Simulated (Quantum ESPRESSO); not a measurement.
**NaI: optical spectrum from first principles**

Wanted: where NaI starts to absorb, how strongly, and its refractive index.

Program: Quantum ESPRESSO 7.5. Level of theory: DFT, PBE, plane waves with norm-conserving potentials (PseudoDojo), scalar-relativistic, independent-particle optical response without local fields and without the non-local commutator. Results are calculated unless marked as measured.

This account leaves out most program logs.

## (1) The structure

The structure is cubic, space group Fm-3m (No. 225). The conventional cell has a = 6.473 Å, b = 6.473 Å, c = 6.473 Å, α = 90.00°, β = 90.00°, γ = 90.00°. I has 6 Na at 3.24 Å nearest. Na has 6 I at 3.24 Å nearest. Farther neighbours and most contacts between anions are not listed.

## (2) Ground state

First the ground state: is it a metal or has it a gap?

This step: DFT, PBE, plane waves with norm-conserving potentials (PseudoDojo), scalar-relativistic, ground state (Quantum ESPRESSO 7.5).

scf.in

```
&control
  calculation = 'scf'
  prefix = 'x'
  outdir = './tmp'
  pseudo_dir = './'
  verbosity = 'high'
/
&system
  ibrav = 0
  nat = 2
  ntyp = 2
  ecutwfc = 90
  occupations = 'smearing'
  smearing = 'fd'
  degauss = 0.003675
  nbnd = 12
/
&electrons
  conv_thr = 1e-09
  electron_maxstep = 100
/
ATOMIC_SPECIES
  I 1.0 I.upf
  Na 1.0 Na.upf
CELL_PARAMETERS angstrom
  0.000000000000 3.236400000000 3.236400000000
  3.236400000000 0.000000000000 3.236400000000
  3.236400000000 3.236400000000 0.000000000000
ATOMIC_POSITIONS crystal
  I 0.500000000000 0.500000000000 0.500000000000
  Na 0.000000000000 0.000000000000 0.000000000000
K_POINTS automatic
  6 6 6 0 0 0
```

Started as:

```sh
> mpirun -n 4 pw.x -nk 4 -in scf.in
```

The job ended after 12 s (4 MPI ranks of Arm Neoverse N1, shared host; peak memory 0.1 GiB; 48 s of CPU time).

Read-outs, printed or worked out from the files:

```
total energy           : -117.5 Ry
gap on the k-mesh      : 3.639 eV
direct gap on the mesh : 3.639 eV
```

There is a gap, 3.64 eV on this mesh (points off the mesh can give less), so no carriers' term is needed.

## (3) Ground state with the final occupations

With the gap or the metal settled, the ground state is repeated with the fitting occupations, and the later steps take its density.

scf.in: that of step 2 with these lines changed.

```diff
@@ -12,6 +12,3 @@
   ecutwfc = 90
-  occupations = 'smearing'
-  smearing = 'fd'
-  degauss = 0.003675
-  nbnd = 12
+  occupations = 'fixed'
 /
```

Started as:

```sh
> mpirun -n 4 pw.x -nk 4 -in scf.in
```

Run time: 10 s. Hardware: 4 MPI ranks; peak memory 0.1 GiB.

## (4) Bands on the whole mesh, 9×9×9

The response needs many more empty bands than the density does.

This step: DFT, PBE, plane waves with norm-conserving potentials (PseudoDojo), scalar-relativistic, bands at fixed density (Quantum ESPRESSO 7.5).

nscf.in, as its differences from scf.in of step 3:

```diff
@@ -1,3 +1,3 @@
 &control
-  calculation = 'scf'
+  calculation = 'nscf'
   prefix = 'x'
@@ -5,3 +5,2 @@
   pseudo_dir = './'
-  verbosity = 'high'
 /
@@ -13,2 +12,5 @@
   occupations = 'fixed'
+  nbnd = 35
+  nosym = .true.
+  noinv = .true.
 /
@@ -17,2 +19,3 @@
   electron_maxstep = 100
+  diago_full_acc = .true.
 /
@@ -29,2 +32,2 @@
 K_POINTS automatic
-  6 6 6 0 0 0
+  9 9 9 0 0 0
```

Started as:

```sh
> mpirun -n 4 pw.x -nk 4 -in nscf.in
```

It took 23 min on 4 MPI ranks; peak memory 0.08 GiB.

## (5) Dielectric function

The spectrum is a sum over vertical transitions between filled and empty bands at the fixed density, so many empty bands are needed.

This step: DFT, PBE, plane waves with norm-conserving potentials (PseudoDojo), scalar-relativistic, independent-particle optical response without local fields and without the non-local commutator (Quantum ESPRESSO 7.5).

epsilon.in

```
&inputpp
  prefix = 'x'
  outdir = './tmp'
  calculation = 'eps'
/
&energy_grid
  smeartype = 'gauss'
  intersmear = 0.4
  wmin = 0.0
  wmax = 22
  nw = 500
/
```

Started as:

```sh
> mpirun -n 4 epsilon.x -nk 4 -in epsilon.in
```

It took 3.6 s on 4 MPI ranks; peak memory 0.06 GiB; 14 s of CPU time.

This step gave:

```
electronic dielectric constant ε∞, mean over x, y and z (by symmetry where fewer were run) : 3.347
main peak of Im epsilon, first axis                                                        : 5.787 eV
centre of weight of the strongest loss peak in the window                                  : 13.91 eV
```

Some rows of epsi_x.dat:

```text
# energy grid [eV]     epsi_x  epsi_y  epsi_z
#
    0.176352705    0.003716774    0.003716774    0.003716774
    1.234468938    0.028380515    0.028380515    0.028380515
    2.292585170    0.067828105    0.067828105    0.067828105
    3.350701403    0.199299380    0.199299380    0.199299380
    4.408817635    0.920213654    0.920213653    0.920213653
    5.466933868    3.824433230    3.824433229    3.824433229
    6.525050100    5.178693208    5.178693207    5.178693206
    7.583166333    4.975461044    4.975461043    4.975461043
    8.641282565    3.424267493    3.424267492    3.424267491
    9.699398798    1.649644559    1.649644557    1.649644556
   10.757515030    0.866130121    0.866130119    0.866130118
   11.815631263    0.573146725    0.573146723    0.573146722
   12.873747495    0.526210198    0.526210196    0.526210195
   13.931863727    0.520458206    0.520458204    0.520458202
   14.989979960    0.446167569    0.446167567    0.446167565
   16.048096192    0.296951880    0.296951877    0.296951876
   17.106212425    0.230022811    0.230022808    0.230022807
   18.164328657    0.172126431    0.172126428    0.172126426
   19.222444890    0.106133501    0.106133498    0.106133495
   20.280561122    0.096345931    0.096345928    0.096345926
   21.338677355    0.085206524    0.085206520    0.085206517
```

Values under the direct gap are tails of Lorentzian lines. Table of Im ε, any direction by photon energy; read off at these points:

```tsv
photon energy (eV)	Im ε, any direction
0.00	0
0.50	0.0107
1.00	0.0223
1.50	0.0361
2.00	0.0540
2.50	0.0801
3.00	0.126
3.50	0.268
4.00	0.667
4.50	0.973
5.00	2.01
5.50	4.04
5.78	5.93
6.00	5.61
6.50	5.23
7.00	4.95
7.50	5.12
8.00	4.66
8.50	3.82
9.00	2.59
9.50	1.93
10.00	1.50
10.50	1.14
11.00	0.724
11.50	0.695
12.00	0.600
12.50	0.550
13.00	0.465
13.50	0.417
14.00	0.489
14.50	0.397
15.00	0.444
15.50	0.398
16.00	0.301
16.50	0.267
17.00	0.231
17.50	0.204
18.00	0.180
18.50	0.143
19.00	0.111
19.50	0.105
20.00	0.0969
20.50	0.110
21.00	0.0981
21.50	0.0805
22.00	0.0673
```

The Re ε, any direction by photon energy:

photon energy (eV), Re ε, any direction and a bar from the least value:
```
      0.0       3.35 ##################
      0.5       3.36 ##################
      1.0       3.40 ##################
      1.5       3.47 ##################
      2.0       3.58 ###################
      2.5       3.75 ###################
      3.0       3.99 ####################
      3.5       4.38 ######################
      4.0       4.88 ########################
      4.5       5.21 #########################
      5.0       5.95 ############################
      5.5       6.52 ##############################
      6.0       3.72 ###################
      6.5       2.23 #############
      7.0       1.70 ###########
      7.5       0.62 #######
      8.0      -0.13 ####
      8.5      -1.22 
      9.0      -1.23 
      9.5      -1.27 
     10.0      -0.90 #
     10.5      -0.84 ##
     11.0      -0.52 ###
     11.5      -0.29 ####
     12.0      -0.08 #####
     12.5      -0.02 #####
     13.0       0.02 #####
     13.5       0.28 ######
     14.0       0.18 ######
     14.5       0.30 ######
     15.0       0.27 ######
     15.5       0.28 ######
     16.0       0.30 ######
     16.5       0.34 ######
     17.0       0.40 ######
     17.5       0.42 ######
     18.0       0.47 #######
     18.5       0.49 #######
     19.0       0.53 #######
     19.5       0.57 #######
     20.0       0.61 #######
     20.5       0.64 #######
     21.0       0.63 #######
     21.5       0.65 #######
     22.0       0.69 ########
```

The reflectivity at normal incidence, any direction by photon energy; read off at these points:

photon energy (eV), reflectivity at normal incidence, any direction (%) and a bar:
```
      0.0        8.6 ######
      1.0        8.8 ######
      2.0        9.5 ######
      3.0       11.1 #######
      4.0       14.5 ##########
      5.0       19.1 #############
      6.0       25.7 ##################
      7.0       25.2 ##################
      8.0       30.6 ######################
      9.0       36.2 ##########################
      9.6       39.4 ############################
     10.0       35.7 #########################
     10.8       42.0 ##############################
     11.0       37.4 ###########################
     12.0       22.0 ###############
     13.0       19.7 ##############
     14.0       12.6 #########
     15.0        9.4 ######
     16.0        8.2 #####
     17.0        5.3 ###
     18.0        3.7 ##
     19.0        2.6 #
     20.0        1.6 #
     21.0        1.4 
     22.0        0.9
```

The loss function −Im 1/ε at q → 0, any direction has structure finer than the step of the table below, so its rows give means over 1 eV, whole bins alone (the curve runs from 0 to 22 eV). Peaks (eV: height): 13.2: 2.41, 14.2: 1.92, 15.7: 1.78.

Values under the direct gap are tails of Lorentzian lines. Table of loss function −Im 1/ε at q → 0, any direction by energy loss; means over each step:

```tsv
energy loss (eV)	loss function −Im 1/ε at q → 0, any direction
1	0.00194
2	0.00425
3	0.00843
4	0.0266
5	0.0497
6	0.118
7	0.176
8	0.214
9	0.299
10	0.473
11	0.892
12	1.57
13	2.03
14	1.69
15	1.59
16	1.61
17	1.11
18	0.724
19	0.402
20	0.263
21	0.232
```

The refractive index n and extinction k by photon energy:

```tsv
photon energy (eV)	n	k
0.0	1.83	0
0.5	1.83	0.00291
1.0	1.84	0.00604
1.5	1.86	0.00968
2.0	1.89	0.0143
2.5	1.94	0.0207
3.0	2.00	0.0315
3.5	2.09	0.0639
4.0	2.21	0.150
4.5	2.29	0.212
5.0	2.47	0.406
5.5	2.66	0.759
6.0	2.29	1.23
6.5	1.99	1.31
7.0	1.86	1.33
7.5	1.70	1.51
8.0	1.50	1.55
8.5	1.18	1.62
9.0	0.905	1.43
9.5	0.721	1.34
10.0	0.651	1.15
10.5	0.535	1.06
11.0	0.431	0.841
11.5	0.483	0.720
12.0	0.513	0.584
12.5	0.513	0.535
13.0	0.491	0.473
13.5	0.626	0.333
14.0	0.590	0.414
14.5	0.633	0.314
15.0	0.630	0.352
15.5	0.620	0.321
16.0	0.606	0.249
16.5	0.624	0.214
17.0	0.659	0.175
17.5	0.666	0.153
18.0	0.697	0.129
18.5	0.704	0.102
19.0	0.732	0.0760
19.5	0.759	0.0689
20.0	0.782	0.0620
20.5	0.800	0.0685
21.0	0.799	0.0614
21.5	0.810	0.0497
22.0	0.830	0.0405
```

From ε follow the optical constants at some laser and lamp lines:

```tsv
wavelength (nm)	n	k	R (%)	1/α
1064	1.85	0.007	8.9	12 µm
633	1.89	0.014	9.5	3.6 µm
532	1.92	0.018	9.9	2.3 µm
450	1.96	0.025	10.6	1.4 µm
405	2.01	0.034	11.2	961 nm
365	2.07	0.052	12.2	556 nm
308	2.22	0.160	14.5	153 nm
```

Below the direct gap, k and the depth come from the tails of the Lorentzian lines, not from transitions.

Rows near the edge hang on the gap, which this functional as a rule makes too small, and phonon-assisted absorption is left out.

## (6) Results

* electronic dielectric constant ε∞, mean over x, y and z (by symmetry where fewer were run) (independent particles): 3.35
* main peak of Im epsilon, first axis: 5.79 eV
* centre of weight of the strongest loss peak in the window, first axis: 13.9 eV

What this shows: At this level (PBE, independent particles) NaI has ε∞ = 3.35 and n = 1.84 at 1550 nm, and Im ε peaks at 5.8 eV. Distinct maxima of Im ε, read by a parabola through the highest points, lie at 5.79 eV (5.9) and 7.36 eV (5.3). Excitons and phonon-assisted transitions are missing, and so are local fields; PBE gaps are as a rule too small, which pulls the onset down and ε∞ up. Spin-orbit coupling is left out although heavy atoms are present. epsilon.x leaves out the commutator of the non-local potential, so its intensities are off, as a rule too high. The sum runs over mesh points, so small or evenly spaced maxima can still be ripples of the mesh.

[Machine, clock, banner and «Message from routine» lines are left out of the logs.]

[Logs are printed without paths, hosts, clocks, repeated set-up lines and the standing remarks that a program may print on its own settings, such as how far it seeks lower states.]

[Hosts, paths, dates, database ids (printed as entryN), source tags and the programs' standing remarks are cut or masked in the printed files.]
